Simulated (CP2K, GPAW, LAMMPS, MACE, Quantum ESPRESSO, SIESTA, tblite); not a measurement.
# CP2K runs on glassy 72SiO2-20Al2O3-4ZnO-4BaO (mol %) (83 atoms)

How do the settings of CP2K change the result for glassy 72SiO2-20Al2O3-4ZnO-4BaO (mol %) (83 atoms)? A plane-wave run serves as the yardstick.

Method: the method is named at each step, in CP2K 2026.2.

## 1. The starting structure

The cell holds 83 atoms: 18 Si, 10 Al, 1 Zn, 1 Ba and 53 O. Its edges and angles: a = 10.112 Å, b = 10.112 Å, c = 10.112 Å, α = 90.0°, β = 90.0°, γ = 90.0°. 83 atoms (18 Si, 10 Al, 1 Zn, 1 Ba, 53 O) placed at random at 2.62 g/cm³, melted at 4000 K for 10 ps at fixed volume with the Morse and Coulomb pair potential with partial charges (Pedone, Malavasi, Menziani, Cormack and Segre, J. Phys. Chem. B 110, 11780 (2006)). Quenched from 4000 K to 300 K at 20 K/ps and fixed volume, held 10 ps at zero pressure, then minimised at fixed cell.

The yardstick, on the same geometry:

```
method                                           : Kohn-Sham DFT, PBE, SSSP efficiency 1.3.0 pseudopotentials, plane waves (Quantum ESPRESSO 7.5); sssp-pbe-1.3.0-efficiency, cutoffs 60/480 Ry, Γ point
r.m.s. force component                           : 0.7124 eV/Å
longest force                                    : 2.438 eV/Å
pressure                                         : 9.009 GPa
gap (highest filled to lowest empty level) : 3.117 eV
time                                             : 3.6 min on 4 MPI ranks of Arm Neoverse V1, shared host
CPU time                                         : 14 min
```

## 2. PBE, DZVP-MOLOPT-SR, 800/50 Ry, diagonalisation

Method: Kohn-Sham DFT, PBE, GTH-PBE pseudopotentials, Gaussian and plane waves, DZVP-MOLOPT-SR-GTH, diagonalisation.

input.inp reads:

```
&GLOBAL
  PROJECT cell
  RUN_TYPE ENERGY_FORCE
  PRINT_LEVEL LOW
&END GLOBAL
&FORCE_EVAL
  METHOD QS
  STRESS_TENSOR ANALYTICAL
  &DFT
    BASIS_SET_FILE_NAME BASIS_MOLOPT
    POTENTIAL_FILE_NAME GTH_POTENTIALS
    &MGRID
      CUTOFF 800
      REL_CUTOFF 50
      NGRIDS 5
    &END MGRID
    &QS
      EPS_DEFAULT 1.0E-12
    &END QS
    &SCF
      SCF_GUESS ATOMIC
      EPS_SCF 5.0E-06
      MAX_SCF 200
      ADDED_MOS 14
      &DIAGONALIZATION
        ALGORITHM STANDARD
      &END DIAGONALIZATION
      &SMEAR ON
        METHOD FERMI_DIRAC
        ELECTRONIC_TEMPERATURE [K] 580
      &END SMEAR
      &MIXING
        METHOD BROYDEN_MIXING
        ALPHA 0.3
        NBROYDEN 12
      &END MIXING
      &PRINT
        &RESTART OFF
        &END RESTART
      &END PRINT
    &END SCF
    &XC
      &XC_FUNCTIONAL PBE
      &END XC_FUNCTIONAL
    &END XC
    &PRINT
      &MULLIKEN ON
      &END MULLIKEN
      &HIRSHFELD ON
        SHAPE_FUNCTION DENSITY
      &END HIRSHFELD
      &MO ON
        EIGENVALUES T
        OCCUPATION_NUMBERS T
        MO_INDEX_RANGE 210 233
        &EACH
          QS_SCF 0
        &END EACH
        ADD_LAST NUMERIC
      &END MO
    &END PRINT
  &END DFT
  &SUBSYS
    &CELL
      A 10.11162 0.00000 0.00000
      B 0.00000 10.11162 0.00000
      C 0.00000 0.00000 10.11162
    &END CELL
    &TOPOLOGY
      COORD_FILE_NAME structure.xyz
      COORD_FILE_FORMAT XYZ
    &END TOPOLOGY
    &KIND Si
      BASIS_SET DZVP-MOLOPT-SR-GTH-q4
      POTENTIAL GTH-PBE-q4
    &END KIND
    &KIND Al
      BASIS_SET DZVP-MOLOPT-SR-GTH-q3
      POTENTIAL GTH-PBE-q3
    &END KIND
    &KIND Zn
      BASIS_SET DZVP-MOLOPT-SR-GTH-q12
      POTENTIAL GTH-PBE-q12
    &END KIND
    &KIND Ba
      BASIS_SET DZVP-MOLOPT-SR-GTH-q10
      POTENTIAL GTH-PBE-q10
    &END KIND
    &KIND O
      BASIS_SET DZVP-MOLOPT-SR-GTH-q6
      POTENTIAL GTH-PBE-q6
    &END KIND
  &END SUBSYS
  &PRINT
    &FORCES ON
    &END FORCES
    &STRESS_TENSOR ON
    &END STRESS_TENSOR
  &END PRINT
&END FORCE_EVAL
```

structure.xyz reads:

```xyz
83

Si 1.30217 5.71569 1.71008
Si 7.00250 4.89433 0.53248
Si 0.49466 2.78029 4.07063
Si 4.53931 6.92353 8.87568
Si 1.87763 1.98188 7.71112
Si 0.07634 9.13110 0.35613
Si 8.58062 7.60424 5.13407
Si 6.15707 8.52319 6.84071
Si 5.37079 4.77410 2.97221
Si 6.30601 1.29105 8.18435
Si 2.89101 1.10105 4.88644
Si 1.31461 8.53148 5.14601
Si 2.63438 0.75807 0.39041
Si 1.01450 4.75600 8.74655
Si 6.81867 0.77283 1.17871
Si 5.87414 1.17628 3.93342
Si 1.66366 7.68685 8.15310
Si 9.14374 2.67473 1.32240
Al 3.34543 7.27936 3.12924
Al 9.55862 4.77319 6.31036
Al 4.90626 8.70570 1.11915
Al 9.27822 1.39217 8.72835
Al 8.58638 7.06307 2.13901
Al 2.99223 3.11418 2.54681
Al 5.97334 8.32025 3.86345
Al 5.49607 4.25760 7.99506
Al 6.80451 3.85071 5.25926
Al 8.76849 1.95913 6.15909
Zn 8.89024 9.97552 3.24846
Ba 3.13885 5.06926 5.75776
O 7.60899 6.28174 1.01450
O 8.02094 3.73109 1.07274
O 8.35068 3.62117 5.95039
O 2.27026 6.99805 1.81948
O 2.20989 7.38492 4.50119
O 5.35734 8.21448 5.48080
O 2.12253 4.58643 2.50546
O 9.80200 2.38341 10.02759
O 6.81918 9.92931 3.95405
O 4.37944 0.93411 4.43698
O 2.85107 2.08724 1.23433
O 3.23036 7.80283 8.39224
O 5.74856 7.48230 7.95350
O 2.28310 1.05434 8.92654
O 5.36148 2.50374 7.95117
O 4.26549 5.40850 8.49538
O 6.61704 2.13739 4.91789
O 6.52058 9.34354 1.25313
O 6.63251 1.22260 9.78491
O 1.26820 8.40923 6.75992
O 2.05478 2.18846 3.90774
O 7.69191 8.32641 6.25090
O 4.56661 8.52389 2.83570
O 5.73400 4.58350 6.31531
O 9.28348 9.97754 9.44597
O 9.74396 4.52910 8.00759
[... 23 atom lines left out ...]
O 9.36751 8.59569 1.63758
O 5.92652 1.47154 2.33781
O 6.74020 4.63021 3.75202
O 4.79554 7.27582 0.25562
```

On the command line:

```console
$ OMP_NUM_THREADS=1 mpirun -np 4 cp2k.psmp -i input.inp > output.txt
```

Numbers of over 12 decimals in the logs are rounded to 6 here.

Output:

```text
CP2K| version string:                                       CP2K version 2026.2
 CP2K| Input file name                                                 input.inp
 GLOBAL| Basis set file name                                        BASIS_MOLOPT
 GLOBAL| Potential file name                                      GTH_POTENTIALS
 GLOBAL| Run type                                                   ENERGY_FORCE
 GLOBAL| Total number of message passing processes                             4
 GLOBAL| Number of threads for this process                                    1
 TOTAL NUMBERS AND MAXIMUM NUMBERS
  Total number of            - Atomic kinds:                                   5
                             - Atoms:                                         83
                             - Shell sets:                                    83
                             - Shells:                                       418
                             - Primitive Cartesian functions:                389
                             - Cartesian basis functions:                   1179
                             - Spherical basis functions:                   1092
  Maximum angular momentum of- Orbital basis functions:                        3
                             - Local part of the GTH pseudopotential:          2
                             - Non-local part of the GTH pseudopotential:      4
 SCF PARAMETERS         Density guess:                                    ATOMIC
                        max_scf:                                             200
                        eps_scf:                                        5.00E-06
                        added MOs                                        14    0
                        Mixing method:                            BROYDEN_MIXING
                                                charge density mixing in g-space
                        Smear method:                                FERMI_DIRAC
                        Electronic temperature [K]:                        580.0
                        Electronic temperature [a.u.]:                  1.84E-03
                        Accuracy threshold:                             1.00E-10
 Extrapolation method: initial_guess
 Number of electrons:                                                        442
 Number of occupied orbitals:                                                221
 Number of molecular orbitals:                                               235
 Number of orbital functions:                                               1092
 Number of independent orbital functions:                                   1092
 SCF WAVEFUNCTION OPTIMIZATION
  Step     Update method      Time    Convergence         Total energy    Change
     1 NoMix/Diag. 0.30E+00    3.3     1.91254737     -1033.4019159288 -1.03E+03
     2 Broy./Diag. 0.30E+00    4.1     0.27328179      -945.3377261051  8.81E+01
     3 Broy./Diag. 0.30E+00    4.1     0.10632104     -1015.9886262886 -7.07E+01
     4 Broy./Diag. 0.30E+00    4.1     0.03983873     -1032.6073715714 -1.66E+01
[...]
13 Broy./Diag. 0.30E+00    4.3     0.00001772     -1031.5952675575  2.81E-04
    14 Broy./Diag. 0.30E+00    4.3     0.00000417     -1031.5952531778  1.44E-05
  *** SCF run converged in    14 steps ***
  Electronic density on regular grids:       -442.0000000000        0.0000000000
  Core density on regular grids:              441.9999999997       -0.0000000003
  Total charge density on r-space grids:       -0.0000000003
  Total charge density g-space grids:          -0.0000000003
  Overlap energy of the core charge distribution:               1.14925e-06
  Self energy of the core charge distribution:              -2573.841868
  Core Hamiltonian energy:                                    732.441684
  Hartree energy:                                            1044.737272
  Exchange-correlation energy:                               -234.932343
  Electronic entropic energy:                                  -2e-14
  Fermi energy:                                                 0.172317
  Total energy:                                             -1031.595253
  Total energy (extrapolated to T->0):                      -1031.595253
 MO| EIGENVALUES AND OCCUPATION NUMBERS
 MO|
 MO|  Index      Eigenvalue [a.u.]        Eigenvalue [eV]             Occupation
 MO|    210               0.087965               2.393637               2.000000
 MO|    211               0.088401               2.405523               2.000000
 MO|    212               0.091373               2.486398               2.000000
[...]
MO|    232               0.351403               9.562150               0.000000
 MO|    233               0.357742               9.734646               0.000000
 MO| Sum:                                                             442.000000
 MO| E(Fermi):            0.172317 a.u.          4.688982 eV
 !-----------------------------------------------------------------------------!
                     Mulliken Population Analysis
 #  Atom  Element  Kind  Atomic population                           Net charge
       1     Si       1          3.296581                              0.703419
       2     Si       1          3.232704                              0.767296
       3     Si       1          3.258136                              0.741864
[...]
82     O        5          6.533827                             -0.533827
      83     O        5          6.497142                             -0.497142
 # Total charge                            442.000000                 -0.000000
 !-----------------------------------------------------------------------------!
 !-----------------------------------------------------------------------------!
                           Hirshfeld Charges
  #Atom  Element  Kind  Ref Charge     Population                    Net charge
      1       Si     1       4.000          3.507                         0.493
      2       Si     1       4.000          3.485                         0.515
      3       Si     1       4.000          3.455                         0.545
[...]
82       O      5       6.000          6.344                        -0.344
     83       O      5       6.000          6.327                        -0.327
  Total Charge                                                           -0.000
 !-----------------------------------------------------------------------------!
 ENERGY| Total FORCE_EVAL ( QS ) energy [hartree]          -1031.595237
 FORCES| Atomic forces [hartree/bohr]
 FORCES|   Atom     x               y               z               |f|
 FORCES|      1  4.88826177E-03  1.02976370E-02 -2.60403248E-03   1.16926223E-02
 FORCES|      2 -1.47594431E-03 -6.66297600E-03  2.22119852E-02   2.32367370E-02
 FORCES|      3 -2.45123221E-02 -9.04056058E-03  1.78745029E-02   3.16557028E-02
[...]
FORCES|     82  2.46802757E-02  1.09849932E-02  8.40310975E-04   2.70276194E-02
 FORCES|     83  9.27681462E-03 -1.64284970E-02  2.35138999E-02   3.01472767E-02
 FORCES| Sum    -8.26452404E-04  1.43989900E-03 -8.76684999E-05
 FORCES| Total atomic force                                       1.66253375E-03
 STRESS| Analytical stress tensor [bar]
 STRESS|                        x                   y                   z
 STRESS|      x        7.67781940382E+04   4.91333565294E+03   7.55053053197E+03
 STRESS|      y        4.91333565294E+03   1.10098135226E+05  -1.91515278134E+04
 STRESS|      z        7.55053053197E+03  -1.91515278134E+04   6.76169913891E+04
 STRESS| 1/3 Trace                                             8.48311068846E+04
```

Wall time 72 s (4 MPI ranks of Arm Neoverse V1, shared host); peak memory 6.3 GiB.

Banners, paths, timers and routine set-up lines are dropped from the logs unmarked, and long logs keep their key lines alone; longer cuts are marked.

Against the reference:

- r.m.s. force component: 0.7164 eV/Å
- r.m.s. difference of force components: 96.17 meV/Å
- longest difference of force vectors: 366.8 meV/Å
- force difference over r.m.s. force: 13.5 %
- slope of forces against the reference's: 0.9965
- correlation of force components: 0.991
- gap (highest filled to lowest empty level): 3.023 eV
- gap difference: -0.0938 eV
- pressure: 8.483 GPa
- pressure difference: -0.5262 GPa

Length of the force difference by element (eV/Å):

| element | atoms | mean | most |
| --- | --- | --- | --- |
| Al | 10 | 0.20 | 0.34 |
| Ba | 1 | 0.024 | 0.024 |
| O | 53 | 0.10 | 0.24 |
| Si | 18 | 0.25 | 0.37 |
| Zn | 1 | 0.11 | 0.11 |

Levels nearest the highest filled one (eV from it): -0.78, -0.77, -0.69, -0.66, -0.56, -0.54, -0.49, -0.44, -0.39, -0.32, -0.25, 0.00, 3.02, 4.61, 5.15, 5.48, 5.69, 5.78, 6.09, 6.24, 6.30, 6.36, 6.39, 6.56.

A closer look about Si6, which bears the longest force: 14 atoms, nearest first, numbered in the order of the input, with positions taken from that point.

| atom | x | y | z | distance (Å) | bonds | Hirshfeld charge (e) | Fx | Fy | Fz (eV/Å) |
| --- | --- | --- | --- | --- | --- | --- | --- | --- | --- |
| Si6 | 0.00 | 0.00 | 0.00 | 0.00 | 4 | 0.52 | 1.09 | 1.54 | -1.58 |
| O55 | -0.90 | 0.85 | -1.02 | 1.61 | 2 | -0.36 | -0.93 | -0.83 | -0.14 |
| O80 | -0.82 | -0.54 | 1.28 | 1.61 | 3 | -0.29 | -0.64 | 0.16 | 1.24 |
| O64 | 0.73 | -1.03 | -1.03 | 1.63 | 2 | -0.27 | -0.21 | -0.85 | 0.10 |
| O58 | 1.20 | 0.96 | 0.56 | 1.64 | 2 | -0.30 | -0.07 | 0.07 | 0.97 |
| Al22 | -0.91 | 2.37 | -1.74 | 3.08 | 4 | 0.49 | 0.45 | -0.28 | 1.29 |
| Si13 | 2.56 | 1.74 | 0.03 | 3.09 | 4 | 0.51 | -0.65 | -0.52 | 0.46 |
| Si17 | 1.59 | -1.44 | -2.31 | 3.16 | 4 | 0.55 | 0.14 | -0.34 | 0.85 |
| Al23 | -1.60 | -2.07 | 1.78 | 3.17 | 4 | 0.51 | 0.87 | -0.98 | -0.45 |
| O62 | -1.85 | 2.20 | 1.37 | 3.18 | 3 | -0.24 | 0.61 | -0.55 | 0.60 |
| Zn29 | -1.30 | 0.84 | 2.89 | 3.28 | 5 | 0.64 | -0.45 | 0.66 | -0.21 |
| O44 | 2.21 | 2.03 | -1.54 | 3.37 | 2 | -0.26 | 0.46 | -0.40 | -0.57 |
| O34 | 2.19 | -2.13 | 1.46 | 3.39 | 2 | -0.35 | 0.30 | 0.81 | -0.67 |
| O38 | -0.39 | 3.36 | -0.44 | 3.41 | 2 | -0.33 | 1.08 | 0.61 | -0.38 |

Forces lie 13 % from the reference's, at 0.33 times its CPU time.

## 3. PBE, DZVP-MOLOPT-SR, 800/50 Ry, TC2 filter 1e-05, SCF 1e-06

Method: Kohn-Sham DFT, PBE, GTH-PBE pseudopotentials, Gaussian and plane waves, DZVP-MOLOPT-SR-GTH, linear-scaling purification of the density matrix.

input.inp, as its differences from that of step 2:

```diff
@@ -17,26 +17,14 @@
     &QS
-      EPS_DEFAULT 1.0E-12
+      EPS_DEFAULT 1.0E-10
+      LS_SCF T
     &END QS
-    &SCF
-      SCF_GUESS ATOMIC
-      EPS_SCF 5.0E-06
-      MAX_SCF 200
-      ADDED_MOS 14
-      &DIAGONALIZATION
-        ALGORITHM STANDARD
-      &END DIAGONALIZATION
-      &SMEAR ON
-        METHOD FERMI_DIRAC
-        ELECTRONIC_TEMPERATURE [K] 580
-      &END SMEAR
-      &MIXING
-        METHOD BROYDEN_MIXING
-        ALPHA 0.3
-        NBROYDEN 12
-      &END MIXING
-      &PRINT
-        &RESTART OFF
-        &END RESTART
-      &END PRINT
-    &END SCF
+    &LS_SCF
+      PURIFICATION_METHOD TC2
+      EPS_FILTER 1.0E-05
+      EPS_SCF 1.0E-06
+      MAX_SCF 60
+      S_PRECONDITIONER ATOMIC
+      MIXING_FRACTION 0.45
+      REPORT_ALL_SPARSITIES F
+    &END LS_SCF
     &XC
@@ -48,14 +36,2 @@
       &END MULLIKEN
-      &HIRSHFELD ON
-        SHAPE_FUNCTION DENSITY
-      &END HIRSHFELD
-      &MO ON
-        EIGENVALUES T
-        OCCUPATION_NUMBERS T
-        MO_INDEX_RANGE 210 233
-        &EACH
-          QS_SCF 0
-        &END EACH
-        ADD_LAST NUMERIC
-      &END MO
     &END PRINT
```

structure.xyz is that of step 2.

Output:

```text
CP2K| version string:                                       CP2K version 2026.2
 CP2K| Input file name                                                 input.inp
 GLOBAL| Basis set file name                                        BASIS_MOLOPT
 GLOBAL| Potential file name                                      GTH_POTENTIALS
 GLOBAL| Run type                                                   ENERGY_FORCE
 GLOBAL| Total number of message passing processes                             4
 GLOBAL| Number of threads for this process                                    1
 TOTAL NUMBERS AND MAXIMUM NUMBERS
  Total number of            - Atomic kinds:                                   5
                             - Atoms:                                         83
[... lines left out ...]
 Re-scaling the density matrix to get the right number of electrons
[... lines left out ...]
 SCF run converged in     6 steps.
 !-----------------------------------------------------------------------------!
                     Mulliken Population Analysis
 #  Atom  Element  Kind  Atomic population                           Net charge
       1     Si       1          3.294565                              0.705435
       2     Si       1          3.230893                              0.769107
       3     Si       1          3.256759                              0.743241
[...]
82     O        5          6.535977                             -0.535977
      83     O        5          6.498385                             -0.498385
 # Total charge                            441.999948                  0.000052
 !-----------------------------------------------------------------------------!
 ENERGY| Total FORCE_EVAL ( QS ) energy [hartree]          -1031.595112
 FORCES| Atomic forces [hartree/bohr]
 FORCES|   Atom     x               y               z               |f|
 FORCES|      1  4.60888558E-03  1.08258677E-02 -1.89027300E-03   1.19169782E-02
 FORCES|      2 -1.05903005E-03 -5.64744344E-03  2.12572055E-02   2.20200806E-02
 FORCES|      3 -2.57514240E-02 -8.57586100E-03  1.99334013E-02   3.36752389E-02
[...]
FORCES|     82  2.47598853E-02  1.09291267E-02  5.40865001E-04   2.70700991E-02
 FORCES|     83  9.25627811E-03 -1.62916029E-02  2.33773392E-02   2.99598898E-02
 FORCES| Sum    -8.21932760E-04  1.44136845E-03 -8.20937876E-05
 FORCES| Total atomic force                                       1.66128139E-03
 STRESS| Analytical stress tensor [bar]
 STRESS|                        x                   y                   z
 STRESS|      x        7.69599471285E+04   5.04314001116E+03   7.76764392403E+03
 STRESS|      y        5.04314001116E+03   1.09869362003E+05  -1.95539703439E+04
 STRESS|      z        7.76764392403E+03  -1.95539703439E+04   6.72960097562E+04
 STRESS| 1/3 Trace                                             8.47084396291E+04
```

Elapsed: 44 s, on 4 MPI ranks; peak memory 3.6 GiB; 3 min of CPU time.

Numbers from this run, and their distance from the reference:

| Property | Result |
| --- | --- |
| r.m.s. force component | 0.7158 eV/Å |
| r.m.s. difference of force components | 112.5 meV/Å |
| longest difference of force vectors | 475.9 meV/Å |
| force difference over r.m.s. force | 15.79 % |
| slope of forces against the reference's | 0.9923 |
| correlation of force components | 0.9876 |
| pressure | 8.471 GPa |
| pressure difference | -0.5385 GPa |
| energy less the same-level run's | 0.0411 meV/atom |
| r.m.s. force difference from the same-level run | 24.59 meV/Å |

Against the first run (13 %), the force difference from the reference is 16 %, at 0.61 times the CPU time (6 SCF steps against 14).

(Continued in part 2 of 2.)

[Also dropped from logs without a mark: logging warnings of Python, and SIESTA's first energy breakdown and zero terms.]

[Logs are printed without paths, hosts, clocks, repeated set-up lines and the standing remarks that a program may print on its own settings, such as how far it seeks lower states.]

[Hosts, paths, dates, database ids (printed as entryN), source tags and the programs' standing remarks are cut or masked in the printed files.]
